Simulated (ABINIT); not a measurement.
# TlGeH3 (Pm-3m): zone-centre phonons, part 4 of 4

Aim: the zone-centre modes of TlGeH3 (Pm-3m).

ABINIT 10.8.3; DFT LDA, scalar-relativistic, plane waves, HGH norm-conserving pseudopotentials.

So far. Step 7 (Zone-centre response): The acoustic modes at Γ come out as far as 0.5 cm⁻¹ from zero, where they should vanish, a small numerical error. The lowest optical mode is imaginary, 909i cm⁻¹, an instability at this level and on this k mesh. Step 8 (Modes with the sum rule): The rule moves no optical mode by more than 0.1 cm⁻¹. The relaxed cell has a = 3.849 Å (conventional setting).

The structure was built from a prototype and need not be the compound's stable phase.

**9. Sum rules set otherwise (asr 0)**

Without the rule the raw error of the acoustic modes shows.

anaddb.abi reads:

```
ddb_filepath "gamma_DDB"
output_file "anaddb.abo"
outdata_prefix "anaddb"
asr 0
chneut 0
enunit 2
eivec 1
nph1l 1
qph1l 0.0 0.0 0.0 1.0
```

mrgddb.in reads:

```
gamma_DDB
merged
2
dfpt_gammao_DDB
gso_DDB
```

Launch:

```
$ mrgddb < mrgddb.in > mrgddb.log
$ OMP_NUM_THREADS=1 anaddb anaddb.abi > anaddb.log
```

anaddb.abo, the main output file:

```text
-outvars_anaddb: echo values of input variables ----------------------

 Miscellaneous information :
      enunit         2
       eivec         1
      chneut         0
 First list of wavevector (reduced coord.) :
       nph1l         1
       qph1l
                     0.00000000E+00  0.00000000E+00  0.00000000E+00    1.000E+00

================================================================================

 read the DDB information and perform some checks

  ==== Info on the Cryst% object ====
 Real(R)+Recip(G) space primitive vectors, cartesian coordinates (Bohr,Bohr^-1):
 R(1)=  7.2732191  0.0000000  0.0000000  G(1)=  0.1374907  0.0000000  0.0000000
 R(2)=  0.0000000  7.2732191  0.0000000  G(2)=  0.0000000  0.1374907  0.0000000
 R(3)=  0.0000000  0.0000000  7.2732191  G(3)=  0.0000000  0.0000000  0.1374907
 Unit cell volume ucvol=  3.8475122E+02 bohr^3
 Angles (23,13,12)=  9.00000000E+01  9.00000000E+01  9.00000000E+01 degrees
 Time-reversal symmetry is present
 Reduced atomic positions [iatom, xred, symbol]:
    1)    0.0000000  0.0000000  0.0000000  Tl
    2)    0.5000000  0.5000000  0.5000000  Ge
    3)    0.5000000  0.5000000  0.0000000   H
    4)    0.5000000  0.0000000  0.5000000   H
    5)    0.0000000  0.5000000  0.5000000   H

 DDB file with 3 blocks has been read.

================================================================================

 Treat the first list of vectors

  Phonon wavevector (reduced coordinates) :  0.00000  0.00000  0.00000
 Phonon energies in Hartree :
  -4.140358E-03 -4.140358E-03 -4.140358E-03  2.077722E-06  2.077723E-06
   2.077726E-06  3.759808E-04  3.759808E-04  3.759808E-04  2.335458E-03
   2.335458E-03  2.335458E-03  2.528204E-03  2.528204E-03  2.528204E-03
 Phonon energies in meV     :
- -1.126649E+02 -1.126649E+02 -1.126649E+02  5.653769E-02  5.653772E-02
-  5.653781E-02  1.023096E+01  1.023096E+01  1.023096E+01  6.355104E+01
-  6.355104E+01  6.355104E+01  6.879594E+01  6.879594E+01  6.879594E+01
 Phonon frequencies in cm-1    :
- -9.087036E+02 -9.087036E+02 -9.087036E+02  4.560072E-01  4.560075E-01
-  4.560082E-01  8.251824E+01  8.251824E+01  8.251824E+01  5.125737E+02
-  5.125737E+02  5.125737E+02  5.548767E+02  5.548767E+02  5.548767E+02
 Phonon frequencies in Thz     :
- -2.724225E+01 -2.724225E+01 -2.724225E+01  1.367075E-02  1.367076E-02
-  1.367078E-02  2.473835E+00  2.473835E+00  2.473835E+00  1.536657E+01
-  1.536657E+01  1.536657E+01  1.663478E+01  1.663478E+01  1.663478E+01
 Phonon energies in Kelvin  :
- -1.307422E+03 -1.307422E+03 -1.307422E+03  6.560927E-01  6.560930E-01
-  6.560941E-01  1.187253E+02  1.187253E+02  1.187253E+02  7.374793E+02
-  7.374793E+02  7.374793E+02  7.983437E+02  7.983437E+02  7.983437E+02

 Eigendisplacements
 (will be given, for each mode : in cartesian coordinates
   for each atom the real part of the displacement vector,
   then the imaginary part of the displacement vector - absolute values smaller than 1.0d-7 are set to zero)
  Mode number    1   Energy   -4.140358E-03
 Attention : low frequency mode.
   (Could be unstable or acoustic mode)
-  1  6.22439806E-06  0.00000000E+00  0.00000000E+00
-     0.00000000E+00  0.00000000E+00  0.00000000E+00
-  2 -3.55982510E-04  2.16662297E-07  0.00000000E+00
-     0.00000000E+00  0.00000000E+00  0.00000000E+00
-  3  6.33374671E-04 -3.85492004E-07  0.00000000E+00
-     0.00000000E+00  0.00000000E+00  0.00000000E+00
-  4  6.33374671E-04 -1.40687357E-05  0.00000000E+00
-     0.00000000E+00  0.00000000E+00  0.00000000E+00
-  5  2.31153455E-02 -3.85492004E-07  0.00000000E+00
-     0.00000000E+00  0.00000000E+00  0.00000000E+00
  Mode number    2   Energy   -4.140358E-03
 Attention : low frequency mode.
   (Could be unstable or acoustic mode)
-  1  0.00000000E+00  6.22439806E-06  0.00000000E+00
-     0.00000000E+00  0.00000000E+00  0.00000000E+00
-  2 -2.16662297E-07 -3.55982510E-04  0.00000000E+00
-     0.00000000E+00  0.00000000E+00  0.00000000E+00
-  3  3.85492004E-07  6.33374671E-04  0.00000000E+00
-     0.00000000E+00  0.00000000E+00  0.00000000E+00
-  4  3.85492004E-07  2.31153455E-02  0.00000000E+00
-     0.00000000E+00  0.00000000E+00  0.00000000E+00
-  5  1.40687357E-05  6.33374671E-04  0.00000000E+00
-     0.00000000E+00  0.00000000E+00  0.00000000E+00
  Mode number    3   Energy   -4.140358E-03
 Attention : low frequency mode.
   (Could be unstable or acoustic mode)
-  1  0.00000000E+00  0.00000000E+00  6.22439922E-06
-     0.00000000E+00  0.00000000E+00  0.00000000E+00
-  2  0.00000000E+00  0.00000000E+00 -3.55982576E-04
-     0.00000000E+00  0.00000000E+00  0.00000000E+00
-  3  0.00000000E+00  0.00000000E+00  2.31153498E-02
-     0.00000000E+00  0.00000000E+00  0.00000000E+00
-  4  0.00000000E+00  0.00000000E+00  6.33374789E-04
-     0.00000000E+00  0.00000000E+00  0.00000000E+00
-  5  0.00000000E+00  0.00000000E+00  6.33374789E-04
-     0.00000000E+00  0.00000000E+00  0.00000000E+00
  Mode number    4   Energy    2.077722E-06
 Attention : low frequency mode.
   (Could be unstable or acoustic mode)
-  1  0.00000000E+00  0.00000000E+00 -1.39972116E-03
-     0.00000000E+00  0.00000000E+00  0.00000000E+00
-  2  0.00000000E+00  0.00000000E+00 -1.39955697E-03
-     0.00000000E+00  0.00000000E+00  0.00000000E+00
-  3  0.00000000E+00  0.00000000E+00 -1.39955296E-03
-     0.00000000E+00  0.00000000E+00  0.00000000E+00
-  4  0.00000000E+00  0.00000000E+00 -1.39950858E-03
-     0.00000000E+00  0.00000000E+00  0.00000000E+00
-  5  0.00000000E+00  0.00000000E+00 -1.39950858E-03
-     0.00000000E+00  0.00000000E+00  0.00000000E+00
  Mode number    5   Energy    2.077723E-06
 Attention : low frequency mode.
   (Could be unstable or acoustic mode)
-  1  0.00000000E+00 -1.39972116E-03  0.00000000E+00
-     0.00000000E+00  0.00000000E+00  0.00000000E+00
-  2  0.00000000E+00 -1.39955697E-03  0.00000000E+00
-     0.00000000E+00  0.00000000E+00  0.00000000E+00
-  3  0.00000000E+00 -1.39950858E-03  0.00000000E+00
-     0.00000000E+00  0.00000000E+00  0.00000000E+00
-  4  0.00000000E+00 -1.39955296E-03  0.00000000E+00
-     0.00000000E+00  0.00000000E+00  0.00000000E+00
-  5  0.00000000E+00 -1.39950858E-03  0.00000000E+00
-     0.00000000E+00  0.00000000E+00  0.00000000E+00
  Mode number    6   Energy    2.077726E-06
 Attention : low frequency mode.
   (Could be unstable or acoustic mode)
-  1  1.39972116E-03  0.00000000E+00  0.00000000E+00
-     0.00000000E+00  0.00000000E+00  0.00000000E+00
-  2  1.39955697E-03  0.00000000E+00  0.00000000E+00
-     0.00000000E+00  0.00000000E+00  0.00000000E+00
-  3  1.39950858E-03  0.00000000E+00  0.00000000E+00
-     0.00000000E+00  0.00000000E+00  0.00000000E+00
-  4  1.39950858E-03  0.00000000E+00  0.00000000E+00
-     0.00000000E+00  0.00000000E+00  0.00000000E+00
-  5  1.39955296E-03  0.00000000E+00  0.00000000E+00
-     0.00000000E+00  0.00000000E+00  0.00000000E+00
  Mode number    7   Energy    3.759808E-04
-  1  0.00000000E+00  0.00000000E+00 -8.51275028E-04
-     0.00000000E+00  0.00000000E+00  0.00000000E+00
-  2  0.00000000E+00  0.00000000E+00  2.30432709E-03
-     0.00000000E+00  0.00000000E+00  0.00000000E+00
-  3  0.00000000E+00  0.00000000E+00  2.48926002E-03
-     0.00000000E+00  0.00000000E+00  0.00000000E+00
-  4  0.00000000E+00  0.00000000E+00  2.07390725E-03
-     0.00000000E+00  0.00000000E+00  0.00000000E+00
-  5  0.00000000E+00  0.00000000E+00  2.07390725E-03
-     0.00000000E+00  0.00000000E+00  0.00000000E+00
  Mode number    8   Energy    3.759808E-04
-  1  0.00000000E+00 -8.51275027E-04  0.00000000E+00
-     0.00000000E+00  0.00000000E+00  0.00000000E+00
-  2  0.00000000E+00  2.30432709E-03  0.00000000E+00
-     0.00000000E+00  0.00000000E+00  0.00000000E+00
-  3  0.00000000E+00  2.07390725E-03  0.00000000E+00
-     0.00000000E+00  0.00000000E+00  0.00000000E+00
-  4  0.00000000E+00  2.48926002E-03  0.00000000E+00
-     0.00000000E+00  0.00000000E+00  0.00000000E+00
-  5  0.00000000E+00  2.07390725E-03  0.00000000E+00
-     0.00000000E+00  0.00000000E+00  0.00000000E+00
  Mode number    9   Energy    3.759808E-04
-  1  8.51275028E-04  0.00000000E+00  0.00000000E+00
-     0.00000000E+00  0.00000000E+00  0.00000000E+00
-  2 -2.30432709E-03  0.00000000E+00  0.00000000E+00
-     0.00000000E+00  0.00000000E+00  0.00000000E+00
-  3 -2.07390725E-03  0.00000000E+00  0.00000000E+00
-     0.00000000E+00  0.00000000E+00  0.00000000E+00
-  4 -2.07390725E-03  0.00000000E+00  0.00000000E+00
-     0.00000000E+00  0.00000000E+00  0.00000000E+00
-  5 -2.48926002E-03  0.00000000E+00  0.00000000E+00
-     0.00000000E+00  0.00000000E+00  0.00000000E+00
  Mode number   10   Energy    2.335458E-03
-  1  0.00000000E+00  0.00000000E+00  1.21154043E-05
-     0.00000000E+00  0.00000000E+00  0.00000000E+00
-  2  0.00000000E+00  0.00000000E+00  3.99687122E-04
-     0.00000000E+00  0.00000000E+00  0.00000000E+00
-  3  0.00000000E+00 -7.53064816E-07  1.33564066E-03
-     0.00000000E+00  0.00000000E+00  0.00000000E+00
-  4  0.00000000E+00  0.00000000E+00 -1.62932001E-02
-     0.00000000E+00  0.00000000E+00  0.00000000E+00
-  5  0.00000000E+00 -7.53064816E-07 -1.62932001E-02
-     0.00000000E+00  0.00000000E+00  0.00000000E+00
  Mode number   11   Energy    2.335458E-03
-  1  0.00000000E+00  1.21154043E-05  0.00000000E+00
-     0.00000000E+00  0.00000000E+00  0.00000000E+00
-  2  0.00000000E+00  3.99687121E-04  0.00000000E+00
-     0.00000000E+00  0.00000000E+00  0.00000000E+00
-  3 -7.27075290E-07 -1.62932001E-02  0.00000000E+00
-     0.00000000E+00  0.00000000E+00  0.00000000E+00
-  4 -7.27075290E-07  1.33564066E-03  7.53064781E-07
-     0.00000000E+00  0.00000000E+00  0.00000000E+00
-  5  0.00000000E+00 -1.62932001E-02  7.53064781E-07
-     0.00000000E+00  0.00000000E+00  0.00000000E+00
  Mode number   12   Energy    2.335458E-03
-  1  1.21154043E-05  0.00000000E+00  0.00000000E+00
-     0.00000000E+00  0.00000000E+00  0.00000000E+00
-  2  3.99687122E-04  0.00000000E+00  0.00000000E+00
-     0.00000000E+00  0.00000000E+00  0.00000000E+00
-  3 -1.62932001E-02  7.27075254E-07  0.00000000E+00
-     0.00000000E+00  0.00000000E+00  0.00000000E+00
-  4 -1.62932001E-02  0.00000000E+00  0.00000000E+00
-     0.00000000E+00  0.00000000E+00  0.00000000E+00
-  5  1.33564066E-03  7.27075254E-07  0.00000000E+00
-     0.00000000E+00  0.00000000E+00  0.00000000E+00
  Mode number   13   Energy    2.528204E-03
-  1  0.00000000E+00  0.00000000E+00  0.00000000E+00
-     0.00000000E+00  0.00000000E+00  0.00000000E+00
-  2  0.00000000E+00  0.00000000E+00  0.00000000E+00
-     0.00000000E+00  0.00000000E+00  0.00000000E+00
-  3  0.00000000E+00  6.65952711E-07  0.00000000E+00
-     0.00000000E+00  0.00000000E+00  0.00000000E+00
-  4  0.00000000E+00  0.00000000E+00 -1.64963404E-02
-     0.00000000E+00  0.00000000E+00  0.00000000E+00
-  5  0.00000000E+00 -6.65952711E-07  1.64963404E-02
-     0.00000000E+00  0.00000000E+00  0.00000000E+00
  Mode number   14   Energy    2.528204E-03
-  1  0.00000000E+00  0.00000000E+00  0.00000000E+00
-     0.00000000E+00  0.00000000E+00  0.00000000E+00
-  2  0.00000000E+00  0.00000000E+00  0.00000000E+00
-     0.00000000E+00  0.00000000E+00  0.00000000E+00
-  3  9.57491223E-07  1.64963404E-02  0.00000000E+00
-     0.00000000E+00  0.00000000E+00  0.00000000E+00
-  4 -9.57491223E-07  0.00000000E+00  6.65952711E-07
-     0.00000000E+00  0.00000000E+00  0.00000000E+00
-  5  0.00000000E+00 -1.64963404E-02 -6.65952711E-07
-     0.00000000E+00  0.00000000E+00  0.00000000E+00
  Mode number   15   Energy    2.528204E-03
-  1  0.00000000E+00  0.00000000E+00  0.00000000E+00
-     0.00000000E+00  0.00000000E+00  0.00000000E+00
-  2  0.00000000E+00  0.00000000E+00  0.00000000E+00
-     0.00000000E+00  0.00000000E+00  0.00000000E+00
-  3  1.64963404E-02 -9.57491224E-07  0.00000000E+00
-     0.00000000E+00  0.00000000E+00  0.00000000E+00
-  4 -1.64963404E-02  0.00000000E+00  0.00000000E+00
-     0.00000000E+00  0.00000000E+00  0.00000000E+00
-  5  0.00000000E+00  9.57491224E-07  0.00000000E+00
-     0.00000000E+00  0.00000000E+00  0.00000000E+00

 Analysis of degeneracies and characters (maximum tolerance=1.00E-06 a.u.)
 For each vibration mode, or group of modes if degenerate,
 the characters are given for each symmetry operation (see the list in the log file).
 Symmetry characters of vibration mode #   1
       degenerate with vibration modes #   2 to    3
  3.0 -3.0 -1.0  1.0 -1.0  1.0 -1.0  1.0  1.0 -1.0 -1.0  1.0  1.0 -1.0 -1.0  1.0
 -0.0  0.0 -0.0  0.0  0.0 -0.0  0.0 -0.0  1.0 -1.0 -1.0  1.0 -1.0  1.0  1.0 -1.0
 -0.0  0.0  0.0 -0.0  0.0 -0.0 -0.0  0.0  1.0 -1.0  1.0 -1.0 -1.0  1.0 -1.0  1.0
 Symmetry characters of vibration mode #   4
       degenerate with vibration modes #   5 to    6
  3.0 -3.0 -1.0  1.0 -1.0  1.0 -1.0  1.0  1.0 -1.0 -1.0  1.0  1.0 -1.0 -1.0  1.0
  0.0 -0.0 -0.0  0.0  0.0 -0.0 -0.0  0.0  1.0 -1.0 -1.0  1.0 -1.0  1.0  1.0 -1.0
  0.0 -0.0  0.0 -0.0 -0.0  0.0 -0.0  0.0  1.0 -1.0  1.0 -1.0 -1.0  1.0 -1.0  1.0
 Symmetry characters of vibration mode #   7
       degenerate with vibration modes #   8 to    9
  3.0 -3.0 -1.0  1.0 -1.0  1.0 -1.0  1.0  1.0 -1.0 -1.0  1.0  1.0 -1.0 -1.0  1.0
 -0.0  0.0 -0.0  0.0  0.0 -0.0  0.0 -0.0  1.0 -1.0 -1.0  1.0 -1.0  1.0  1.0 -1.0
 -0.0  0.0  0.0 -0.0  0.0 -0.0 -0.0  0.0  1.0 -1.0  1.0 -1.0 -1.0  1.0 -1.0  1.0
 Symmetry characters of vibration mode #  10
       degenerate with vibration modes #  11 to   12
  3.0 -3.0 -1.0  1.0 -1.0  1.0 -1.0  1.0  1.0 -1.0 -1.0  1.0  1.0 -1.0 -1.0  1.0
 -0.0  0.0  0.0 -0.0 -0.0  0.0  0.0 -0.0  1.0 -1.0 -1.0  1.0 -1.0  1.0  1.0 -1.0
 -0.0  0.0 -0.0  0.0  0.0 -0.0  0.0 -0.0  1.0 -1.0  1.0 -1.0 -1.0  1.0 -1.0  1.0
 Symmetry characters of vibration mode #  13
       degenerate with vibration modes #  14 to   15
  3.0 -3.0 -1.0  1.0 -1.0  1.0 -1.0  1.0 -1.0  1.0  1.0 -1.0 -1.0  1.0  1.0 -1.0
 -0.0  0.0  0.0 -0.0 -0.0  0.0  0.0 -0.0 -1.0  1.0  1.0 -1.0  1.0 -1.0 -1.0  1.0
 -0.0  0.0 -0.0  0.0  0.0 -0.0  0.0 -0.0 -1.0  1.0 -1.0  1.0  1.0 -1.0  1.0 -1.0
-
```

Elapsed: 0.52 s, on 1 thread of Arm Neoverse V1, shared host.

Zone-centre frequencies as printed; negative means imaginary. Modes:

| mode | frequency (cm⁻¹) |
| --- | --- |
| 1 | -908.7 |
| 2 | -908.7 |
| 3 | -908.7 |
| 4 | 0.46 |
| 5 | 0.46 |
| 6 | 0.46 |
| 7 | 82.52 |
| 8 | 82.52 |
| 9 | 82.52 |
| 10 | 512.6 |
| 11 | 512.6 |
| 12 | 512.6 |
| 13 | 554.9 |
| 14 | 554.9 |
| 15 | 554.9 |

**10. What came out**

- space group after relaxation: Pm-3m
- volume per atom: 11.4 Å³
- highest optical zone-centre mode (no LO-TO term): 554.9 cm⁻¹
- lowest optical zone-centre mode: -908.7 cm⁻¹
- imaginary optical modes at the zone centre (no q mesh in this session): yes

What this shows: At the LDA level the optical modes of TlGeH3 (Pm-3m) at the zone centre run from 909i to 555 cm⁻¹, so the structure is a saddle point, with 3 modes beyond 10i cm⁻¹ there. The base run prints -0.48 GPa, mostly the error of a finite basis; the relaxation, with a smoothed and higher cutoff, had brought the cell to rest. These are harmonic frequencies: anharmonic shifts and widths and the lattice's thermal expansion are left out. The Fermi-Dirac smearing of 0.01 Ha is an electronic temperature of 3158 K, which adds a pressure of its own and can shift the volume and soft modes. Spin-orbit coupling is left out, which can matter for the heavy elements here. The HGH files keep few electrons and have no core correction, which is cheap but rough for Ge and Tl. In a metal the frequencies hang on the k mesh and the smearing, most of all near Kohn anomalies. The structure is a hypothetical one, built on a prototype.

[Host names and launcher messages were left out of these logs when they were recorded.]

[Logs are printed without paths, hosts, clocks, repeated set-up lines and the standing remarks that a program may print on its own settings, such as how far it seeks lower states.]

[Hosts, paths, dates, database ids (printed as entryN), source tags and the programs' standing remarks are cut or masked in the printed files.]
